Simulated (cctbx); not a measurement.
## Absolute structure of SmBiPt

Space group P-6m2 (no. 187), a = 4.4400 Å, b = 4.4400 Å, c = 4.2620 Å, α = 90.00°, β = 90.00°, γ = 120.00°.

```
atom  mult.    x    y    z  Ueq (Å²)
 Bi1      1    0    0  1/2    0.0134
 Pt1      1  2/3  1/3  1/2    0.0125
 Sm1      1  1/3  2/3    0    0.0235
```

The model was made for the exercise: a known structure type with other elements put in, its volume estimated, not relaxed; displacement parameters are assumed.

Data sets are simulated with cctbx and refined with Bijvoet mates kept apart; Flack x is then fitted as the share of an inverted twin with the atoms fixed, Hooft y from the Bijvoet differences. The group is acentric but holds improper operations, so there is an absolute structure (orientation) and no hand.

Untwinned crystal. What Flack and Hooft values should come out?

```
  λ (Å)  extinction (unmodelled)  d min (Å)  top counts  error (%)     model      R1  Flack x   s.u.  Hooft y   s.u.  pairs
0.71073                        0       0.77       20000          4  as given  0.0094    0.025  0.018    0.004  0.023     36
0.71073                        0       0.77       20000          4  inverted  0.0392     0.97   0.02    0.999  0.024     36
1.54184                      0.1       0.83        5000        1.5  as given  0.0119    -0.02   0.04   -0.024  0.049     30
```

With Mo Kα, x is within 3 s.u. of 0, so the absolute structure is right. With Cu Kα, x is within 3 s.u. of 0, so the absolute structure is right. Inverting the model turns x into about 1 − x.

[Logs are printed without paths, hosts, clocks, repeated set-up lines and the standing remarks that a program may print on its own settings, such as how far it seeks lower states.]
